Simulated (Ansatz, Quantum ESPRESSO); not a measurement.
# RbErO2 (R-3m): zone-centre phonons, part 2 of 3

Aim: the zone-centre modes of RbErO2 (R-3m).

Quantum ESPRESSO 7.5; DFT PBEsol, scalar-relativistic, plane waves, PseudoDojo norm-conserving, 4f in core pseudopotentials.

So far. Step 2 (A first look): A gap of 3.5 eV opens on this mesh, so the crystal is taken as an insulator; the start stands at -2.5 GPa. Step 4 (Ground state): The cell stands at -0.16 GPa, close enough for phonons. The relaxed cell has a = 3.408, c = 19.225 Å (conventional setting).

### 5. Linear response at Γ

At q = 0 one unit cell holds all displacements; symmetry groups them into irreducible representations that are solved one by one. The response to a field gives ε∞ and the Born charges, which polar modes need.

ph.in reads:

```
phonons
&inputph
   prefix = 'x'
   outdir = './tmp'
   fildyn = 'g.dyn'
   tr2_ph = 1.0d-18
   epsil = .true.
/
0.000000000 0.000000000 0.000000000
```

Launch:

```
OMP_NUM_THREADS=1 mpirun -n 8 ph.x -nk 8 -in ph.in > ph.out
```

Log:

```text
[banners, grids, parts of the stress and lines that vanish by symmetry left out]
[banner, memory and clock lines left out]
Program PHONON v.7.5

     ./tmp/x.save/

     IMPORTANT: XC functional enforced from input :
     Exchange-correlation= PBESOL
                           (   1   4  10   8   0   0   0)
     Any further DFT definition will be discarded
     Please, verify this is what you really want

     G-vector sticks info

     Check: negative core charge=   -0.000003
     Reading collected, re-writing distributed wavefunctions in ./tmp/

     Number and degeneracy of irreps per q-point
       N         xq(1)         xq(2)         xq(3)   N irreps
       1   0.000000000   0.000000000   0.000000000       8
        1   2   1   1   1   2   2   2

     Calculation of q =    0.0000000   0.0000000   0.0000000

     phonons

     bravais-lattice index     =            0
     lattice parameter (alat)  =      12.6676  a.u.
     unit-cell volume          =     434.9169 (a.u.)^3
     number of atoms/cell      =            4
     number of atomic types    =            3
     kinetic-energy cut-off    =      72.0000  Ry
     charge density cut-off    =     288.0000  Ry
     convergence threshold     =      1.0E-18
     beta                      =       0.7000
     number of iterations used =            4
     Exchange-correlation= PBESOL
                           (   1   4  10   8   0   0   0)

     celldm(1)=   12.66761  celldm(2)=    0.00000  celldm(3)=    0.00000
     celldm(4)=    0.00000  celldm(5)=    0.00000  celldm(6)=    0.00000

     crystal axes: (cart. coord. in units of alat)
               a(1) = (  0.2542  0.1468  0.9560 )
               a(2) = ( -0.2542  0.1468  0.9560 )
               a(3) = (  0.0000 -0.2935  0.9560 )

     reciprocal axes: (cart. coord. in units 2 pi/alat)
               b(1) = (  1.9671  1.1357  0.3487 )
               b(2) = ( -1.9671  1.1357  0.3487 )
               b(3) = (  0.0000 -2.2714  0.3487 )

     Atoms inside the unit cell:

     Cartesian axes

     site n.  atom      mass           positions (alat units)
        1  Rb     85.4678   tau(    1) = (    0.00000    0.00000    0.00000  )
        2  Er    167.2590   tau(    2) = (    0.00000   -0.00000    1.43394  )
        3  O      15.9990   tau(    3) = (    0.00000   -0.00000    0.64520  )
        4  O      15.9990   tau(    4) = (   -0.00000   -0.00000    2.22267  )

     Computing dynamical matrix for
                    q = (   0.0000000   0.0000000   0.0000000 )

     13 Sym.Ops. (with q -> -q+G )

     G cutoff = 1170.6367  (  35939 G-vectors)     FFT grid: ( 72, 72, 72)
     number of k points=    32
                       cart. coord. in units 2pi/alat
        k(    1) = (   0.0000000   0.0000000   0.0000000), wk =   0.0092593
        k(    2) = (   0.0000000  -0.3785660   0.0581151), wk =   0.0555556
        k(    3) = (   0.0000000  -0.7571320   0.1162302), wk =   0.0555556
        [... further k-points left out ...]

     PseudoPot. # 1 for Rb read from file:
     ./pseudo/Rb.upf
     Pseudo is Norm-conserving + core correction, Zval =  9.0
     Using radial grid of 2280 points,  6 beta functions with:
                l(1) =   0
                l(2) =   0
                l(3) =   1
                l(4) =   1
                l(5) =   2
                l(6) =   2

     PseudoPot. # 2 for Er read from file:
     ./pseudo/Er.upf
     Pseudo is Norm-conserving + core correction, Zval = 11.0
     Using radial grid of 1906 points,  7 beta functions with:
                l(1) =   0
                l(2) =   0
                l(3) =   1
                l(4) =   1
                l(5) =   2
                l(6) =   2
                l(7) =   3

     PseudoPot. # 3 for O  read from file:
     ./pseudo/O.upf
     Pseudo is Norm-conserving + core correction, Zval =  6.0
     Using radial grid of  936 points,  5 beta functions with:
                l(1) =   0
                l(2) =   0
                l(3) =   1
                l(4) =   1
                l(5) =   2

     Mode symmetry, D_3d (-3m)  point group:

     Electric field:
     Dielectric constant
     Born effective charges as d Force / d E

     Atomic displacements:
     There are    8 irreducible representations

     Representation     1      1 modes -  To be done

     Representation     2      2 modes -  To be done

     Representation     3      1 modes -  To be done

     Representation     4      1 modes -  To be done

     Representation     5      1 modes -  To be done

     Representation     6      2 modes -  To be done

     Representation     7      2 modes -  To be done

     Representation     8      2 modes -  To be done

     Alpha used in Ewald sum =   2.7000

     Electric Fields Calculation

      thresh= 1.000E-02 alpha_mix =  0.700 |ddv_scf|^2 =  9.542E-08

      thresh= 3.089E-05 alpha_mix =  0.700 |ddv_scf|^2 =  1.927E-07

      thresh= 4.390E-05 alpha_mix =  0.700 |ddv_scf|^2 =  7.705E-09

      thresh= 8.778E-06 alpha_mix =  0.700 |ddv_scf|^2 =  2.013E-10

      thresh= 1.419E-06 alpha_mix =  0.700 |ddv_scf|^2 =  1.052E-11

      thresh= 3.243E-07 alpha_mix =  0.700 |ddv_scf|^2 =  2.073E-12

      thresh= 1.440E-07 alpha_mix =  0.700 |ddv_scf|^2 =  3.974E-15

      thresh= 6.304E-09 alpha_mix =  0.700 |ddv_scf|^2 =  2.247E-16

      thresh= 1.499E-09 alpha_mix =  0.700 |ddv_scf|^2 =  1.277E-17

      thresh= 3.573E-10 alpha_mix =  0.700 |ddv_scf|^2 =  7.222E-19

     End of electric fields calculation

          Dielectric constant in cartesian axis

          (       3.908317141       0.000000000       0.000000000 )
          (      -0.000000000       3.908317143       0.000000000 )
          (      -0.000000000       0.000000000       3.510078332 )

          Effective charges (d Force / dE) in cartesian axis without acoustic sum rule applied (asr)

           atom    1  Rb    Mean Z*:        1.30611
      Ex  (        1.08492       -0.00000        0.00000 )
      Ey  (        0.00000        1.08492       -0.00000 )
      Ez  (        0.00000       -0.00000        1.74849 )
           atom    2  Er    Mean Z*:        3.64205
      Ex  (        4.20172       -0.00000        0.00000 )
      Ey  (       -0.00000        4.20172        0.00000 )
      Ez  (       -0.00000        0.00000        2.52269 )
           atom    3  O     Mean Z*:       -2.47664
      Ex  (       -2.64739        0.00000        0.00000 )
      Ey  (        0.00000       -2.64739        0.00000 )
      Ez  (        0.00000        0.00000       -2.13514 )
           atom    4  O     Mean Z*:       -2.47664
      Ex  (       -2.64739        0.00000        0.00000 )
      Ey  (        0.00000       -2.64739        0.00000 )
      Ez  (        0.00000        0.00000       -2.13514 )

          Effective charges Sum: Mean:       -0.00513
             -0.00814        0.00000        0.00000
             -0.00000       -0.00814        0.00000
              0.00000        0.00000        0.00090

          Effective charges (d Force / dE) in cartesian axis with asr applied:
           atom    1  Rb    Mean Z*:        1.30739
      E*x (        1.08695       -0.00000        0.00000 )
      E*y (       -0.00000        1.08695       -0.00000 )
      E*z (       -0.00000       -0.00000        1.74826 )
           atom    2  Er    Mean Z*:        3.64333
      E*x (        4.20376       -0.00000       -0.00000 )
      E*y (       -0.00000        4.20376        0.00000 )
      E*z (       -0.00000        0.00000        2.52247 )
           atom    3  O     Mean Z*:       -2.47536
      E*x (       -2.64535        0.00000       -0.00000 )
      E*y (        0.00000       -2.64535       -0.00000 )
      E*z (        0.00000       -0.00000       -2.13537 )
           atom    4  O     Mean Z*:       -2.47536
      E*x (       -2.64535        0.00000       -0.00000 )
      E*y (        0.00000       -2.64535       -0.00000 )
      E*z (        0.00000       -0.00000       -2.13537 )

     Representation #   1 mode #   1

     Self-consistent Calculation

      thresh= 1.000E-02 alpha_mix =  0.700 |ddv_scf|^2 =  6.989E-06

      thresh= 2.644E-04 alpha_mix =  0.700 |ddv_scf|^2 =  4.202E-06

      thresh= 2.050E-04 alpha_mix =  0.700 |ddv_scf|^2 =  4.932E-09

      thresh= 7.023E-06 alpha_mix =  0.700 |ddv_scf|^2 =  1.821E-09

[...]
End of self-consistent calculation

     Convergence has been achieved

     Representation #   2 modes #   2   3

     Self-consistent Calculation

[...]
End of self-consistent calculation

     Convergence has been achieved

     Representation #   3 mode #   4

     Self-consistent Calculation

[...]
End of self-consistent calculation

     Convergence has been achieved

     Representation #   4 mode #   5

     Self-consistent Calculation

[...]
End of self-consistent calculation

     Convergence has been achieved

     Representation #   5 mode #   6

     Self-consistent Calculation

[...]
End of self-consistent calculation

     Convergence has been achieved

     Representation #   6 modes #   7   8

     Self-consistent Calculation

[...]
End of self-consistent calculation

     Convergence has been achieved

     Representation #   7 modes #   9  10

     Self-consistent Calculation

[...]
End of self-consistent calculation

     Convergence has been achieved

     Representation #   8 modes #  11  12

     Self-consistent Calculation

[...]
thresh= 2.490E-05 alpha_mix =  0.700 |ddv_scf|^2 =  3.044E-09

      thresh= 5.517E-06 alpha_mix =  0.700 |ddv_scf|^2 =  7.073E-11

      thresh= 8.410E-07 alpha_mix =  0.700 |ddv_scf|^2 =  3.011E-13

      thresh= 5.487E-08 alpha_mix =  0.700 |ddv_scf|^2 =  9.963E-16

      thresh= 3.156E-09 alpha_mix =  0.700 |ddv_scf|^2 =  3.940E-17

      thresh= 6.277E-10 alpha_mix =  0.700 |ddv_scf|^2 =  2.152E-18

      thresh= 1.467E-10 alpha_mix =  0.700 |ddv_scf|^2 =  5.742E-20

     End of self-consistent calculation

     Convergence has been achieved

     Number of q in the star =    1
     List of q in the star:
          1   0.000000000   0.000000000   0.000000000

          Dielectric constant in cartesian axis

          (       3.908317141       0.000000000       0.000000000 )
          (      -0.000000000       3.908317143       0.000000000 )
          (      -0.000000000       0.000000000       3.510078332 )

          Effective charges (d Force / dE) in cartesian axis without acoustic sum rule applied (asr)

           atom    1  Rb    Mean Z*:        1.30611
      Ex  (        1.08492       -0.00000        0.00000 )
      Ey  (        0.00000        1.08492       -0.00000 )
      Ez  (        0.00000       -0.00000        1.74849 )
           atom    2  Er    Mean Z*:        3.64205
      Ex  (        4.20172       -0.00000        0.00000 )
      Ey  (       -0.00000        4.20172        0.00000 )
      Ez  (       -0.00000        0.00000        2.52269 )
           atom    3  O     Mean Z*:       -2.47664
      Ex  (       -2.64739        0.00000        0.00000 )
      Ey  (        0.00000       -2.64739        0.00000 )
      Ez  (        0.00000        0.00000       -2.13514 )
           atom    4  O     Mean Z*:       -2.47664
      Ex  (       -2.64739        0.00000        0.00000 )
      Ey  (        0.00000       -2.64739        0.00000 )
      Ez  (        0.00000        0.00000       -2.13514 )

          Effective charges Sum: Mean:       -0.00513
             -0.00814        0.00000        0.00000
             -0.00000       -0.00814        0.00000
              0.00000        0.00000        0.00090

          Effective charges (d Force / dE) in cartesian axis with asr applied:
           atom    1  Rb    Mean Z*:        1.30739
      E*x (        1.08695       -0.00000        0.00000 )
      E*y (       -0.00000        1.08695       -0.00000 )
      E*z (       -0.00000       -0.00000        1.74826 )
           atom    2  Er    Mean Z*:        3.64333
      E*x (        4.20376       -0.00000       -0.00000 )
      E*y (       -0.00000        4.20376        0.00000 )
      E*z (       -0.00000        0.00000        2.52247 )
           atom    3  O     Mean Z*:       -2.47536
      E*x (       -2.64535        0.00000       -0.00000 )
      E*y (        0.00000       -2.64535       -0.00000 )
      E*z (        0.00000       -0.00000       -2.13537 )
           atom    4  O     Mean Z*:       -2.47536
      E*x (       -2.64535        0.00000       -0.00000 )
      E*y (        0.00000       -2.64535       -0.00000 )
      E*z (        0.00000       -0.00000       -2.13537 )

     Diagonalizing the dynamical matrix

     q = (    0.000000000   0.000000000   0.000000000 )

 **************************************************************************
     freq (    1) =      -0.329565 [THz] =     -10.993101 [cm-1]
     freq (    2) =      -0.063782 [THz] =      -2.127536 [cm-1]
     freq (    3) =      -0.063782 [THz] =      -2.127536 [cm-1]
     freq (    4) =       2.090993 [THz] =      69.748030 [cm-1]
     freq (    5) =       2.090993 [THz] =      69.748030 [cm-1]
     freq (    6) =       4.420190 [THz] =     147.441674 [cm-1]
     freq (    7) =       6.620394 [THz] =     220.832585 [cm-1]
     freq (    8) =       6.620394 [THz] =     220.832585 [cm-1]
     freq (    9) =       9.752562 [THz] =     325.310457 [cm-1]
     freq (   10) =      10.895751 [THz] =     363.443135 [cm-1]
     freq (   11) =      10.895751 [THz] =     363.443136 [cm-1]
     freq (   12) =      14.434288 [THz] =     481.476028 [cm-1]
 **************************************************************************

     Mode symmetry, D_3d (-3m)  point group:

     freq (   1-   1) =        -11.0  [cm-1]   --> A_2u L_2'       I
     freq (   2-   3) =         -2.1  [cm-1]   --> E_u  L_3'       I
     freq (   4-   5) =         69.7  [cm-1]   --> E_u  L_3'       I
     freq (   6-   6) =        147.4  [cm-1]   --> A_2u L_2'       I
     freq (   7-   8) =        220.8  [cm-1]   --> E_u  L_3'       I
     freq (   9-   9) =        325.3  [cm-1]   --> A_2u L_2'       I
     freq (  10-  11) =        363.4  [cm-1]   --> E_g  L_3        R
     freq (  12-  12) =        481.5  [cm-1]   --> A_1g L_1        R
```

Run time: 20 min. Hardware: 8 MPI ranks of Arm Neoverse V1, shared host; 2.7 h of CPU time.

Read from the output:

```yaml
miss_of_the_charge_sum_rule: 0.008140 e
largest_acoustic_frequency_at_the_zone_centre_before_the_sum_rule: -10.99 cm⁻¹
highest_optical_zone_centre_mode_no_lo_to_term: 481.5 cm⁻¹
lowest_optical_zone_centre_mode: 69.75 cm⁻¹
mean_high_frequency_dielectric_constant: 3.776
largest_born_charge_in_size_third_of_the_trace: 3.642 e
```

Born charge (rows field, columns displacement), before the sum rule (e), principal values of the symmetric part by kind of site:

```csv
atom,atoms with these values,low,middle,high,mean
Rb1,1,1.08,1.08,1.75,1.31
Er2,1,2.52,4.20,4.20,3.64
O3,2,-2.65,-2.65,-2.14,-2.48
```

In full for O3:

```
-2.65  0.00  0.00
 0.00 -2.65  0.00
 0.00  0.00 -2.14
```

High-frequency dielectric tensor:

```
3.91 0.00 0.00
0.00 3.91 0.00
0.00 0.00 3.51
```

The acoustic modes at Γ come out as far as 11.0 cm⁻¹ from zero, where they should vanish, a sizeable error of basis and grid or of the response kernel of this functional; the Born charges miss their sum rule by 0.0081 e, which is good.

### 6. Zone-centre analysis

A rigid shift of the crystal must cost nothing, but grids and finite bases break this; the acoustic sum rule is imposed before the matrix is diagonalised again. With Born charges the intensities follow, and the static dielectric tensor.

dynmat.in reads:

```
&input
   fildyn = 'g.dyn'
   asr = 'simple'
   fileig = 'dynmat.eig'
   lperm = .true.
/
```

Launch:

```
dynmat.x -in dynmat.in > dynmat.out
```

Log:

```text
[banner, memory and clock lines left out]
Program DYNMAT v.7.5

     Reading Dynamical Matrix from file g.dyn
     ...Force constants read
     ...epsilon and Z* read
     A direction for q was not specified:TO-LO splitting will be absent

     Polarizability (A^3 units)
     multiply by 0.519429 for Clausius-Mossotti correction
        14.915630   -0.000000   -0.000000
         0.000000   14.915630    0.000000
         0.000000    0.000000   12.873218

     IR activities are in (D/A)^2/amu units

# mode   [cm-1]    [THz]      IR
    1     -0.00   -0.0000    0.0000
    2      0.00    0.0000    0.0000
    3      0.00    0.0000    0.0000
    4     69.81    2.0929    0.0300
    5     69.81    2.0929    0.0300
    6    147.88    4.4332    2.5083
    7    220.83    6.6205   22.9089
    8    220.83    6.6205   22.9089
    9    326.51    9.7886   12.3452
   10    363.44   10.8958    0.0000
   11    363.44   10.8958    0.0000
   12    482.54   14.4660    0.0000

Electronic dielectric permittivity tensor (relative, adimensional)
         3.908317   -0.000000   -0.000000
         0.000000    3.908317    0.000000
         0.000000    0.000000    3.510078

 ... with zone-center polar mode contributions
        19.657556    0.000000    0.000000
         0.000000   19.657556    0.000000
         0.000000    0.000000   11.138129

6 [cm-1]
[end of the log left out, with the tail of the file of modes that dynmat.x writes under the same name]
```

Wall time 0.45 s (1 thread).

Read from the output:

```
highest optical zone-centre mode (no LO-TO term) : 482.5 cm⁻¹
lowest optical zone-centre mode                  : 69.81 cm⁻¹
mean static dielectric constant                  : 16.82
```

Unit eigenvectors of the mass-weighted matrix after the sum rule; no LO-TO term. The modes at Γ (shares of kinetic energy by element, %):

```csv
mode,frequency (cm⁻¹),symmetry,Rb %,Er %,O %
1,0.0,acoustic,30,59,11
2,0.0,acoustic,30,59,11
3,0.0,acoustic,30,59,11
4,69.8,Eu,69,29,1
5,69.8,Eu,69,29,1
6,147.9,A2u,69,20,12
7,220.8,Eu,1,12,87
8,220.8,Eu,1,12,87
9,326.5,A2u,1,22,77
10,363.4,Eg,0,0,100
11,363.4,Eg,0,0,100
12,482.5,A1g,0,0,100
```

Displacements in mode 5 (69.8 cm⁻¹), the largest set to 1:
```
Rb1 -0.11  1.00  0.00
Er2  0.05 -0.47  0.00
O3   0.03 -0.24  0.00
O4   0.03 -0.24  0.00
```

Displacements in mode 12 (482.5 cm⁻¹), the largest set to 1:
```
Rb1  0.00  0.00  0.00
Er2  0.00  0.00  0.00
O3   0.00  0.00  1.00
O4   0.00  0.00 -1.00
```

Degenerate modes summed, no LO-TO term. Lines of the infrared spectrum (strongest = 100):

```csv
position (cm⁻¹),lines merged,label,"IR intensity, relative"
70,2,Eu,0.1
148,1,A2u,5.5
221,2,Eu,100
327,1,A2u,27
363,2,Eg,0.0
483,1,A1g,0.0
```

Static dielectric tensor (ions relaxed, fixed cell):

```
19.66  0.00  0.00
 0.00 19.66  0.00
 0.00  0.00 11.14
```

The rule also moves an optical mode by 1.2 cm⁻¹.

### 7. Sum rules set otherwise: a sum rule for molecules or wires on a crystal

This rule also removes rotations, which suits molecules and not a crystal; it is tried to see the harm.

dynmat.in reads:

```
&input
   fildyn = 'g.dyn'
   asr = 'zero-dim'
   fileig = 'dynmat.eig'
   lperm = .true.
/
```

Launch:

```
dynmat.x -in dynmat.in > dynmat.out
```

Log:

```text
[banner, memory and clock lines left out]
Program DYNMAT v.7.5

     Reading Dynamical Matrix from file g.dyn
     ...Force constants read
     ...epsilon and Z* read
     Acoustic Sum Rule: || Z*(ASR) - Z*(orig)|| =    1.320513E+00
     Acoustic Sum Rule: ||dyn(ASR) - dyn(orig)||=    1.790861E-01
     A direction for q was not specified:TO-LO splitting will be absent

     Polarizability (A^3 units)
     multiply by 0.519429 for Clausius-Mossotti correction
        14.915630   -0.000000   -0.000000
         0.000000   14.915630    0.000000
         0.000000    0.000000   12.873218

     IR activities are in (D/A)^2/amu units

# mode   [cm-1]    [THz]      IR
    1     -0.00   -0.0000    0.0000
    2     -0.00   -0.0000    0.0000
    3     -0.00   -0.0000    0.0000
    4      0.00    0.0000    0.0000
    5      0.00    0.0000    0.0000
    6    147.63    4.4257    2.5248
    7    188.67    5.6562    8.3585
    8    188.67    5.6562    8.3585
    9    261.12    7.8283   12.1807
   10    261.12    7.8283   12.1807
   11    326.15    9.7778   12.3287
   12    481.48   14.4343    0.0000

Electronic dielectric permittivity tensor (relative, adimensional)
         3.908317   -0.000000   -0.000000
         0.000000    3.908317    0.000000
         0.000000    0.000000    3.510078

 ... with zone-center polar mode contributions
        17.590857    0.000000    0.000000
         0.000000   17.590857    0.000000
         0.000000    0.000000   11.179485

[end of the log left out, with the tail of the file of modes that dynmat.x writes under the same name]
```

It took 0.45 s on 1 thread.

The program raised no error, yet the settings are not those of a careful run.

The fault: a sum rule for molecules or wires on a crystal; 2 optical modes are projected out to zero frequency, as if they were rotations, and the static dielectric tensor is spoilt.

For a crystal the rule has to be 'simple' or 'crystal'.

Zone-centre frequencies as printed; negative means imaginary. Modes:

```csv
mode,frequency (cm⁻¹)
1,0
2,0
3,0
4,0
5,0
6,147.6
7,188.7
8,188.7
9,261.1
10,261.1
11,326.1
12,481.5
```

(Continued in part 3 of 3.)

[Host names and launcher messages were left out of these logs when they were recorded.]

[Logs are printed without paths, hosts, clocks, repeated set-up lines and the standing remarks that a program may print on its own settings, such as how far it seeks lower states.]

[Hosts, paths, dates, database ids (printed as entryN), source tags and the programs' standing remarks are cut or masked in the printed files.]
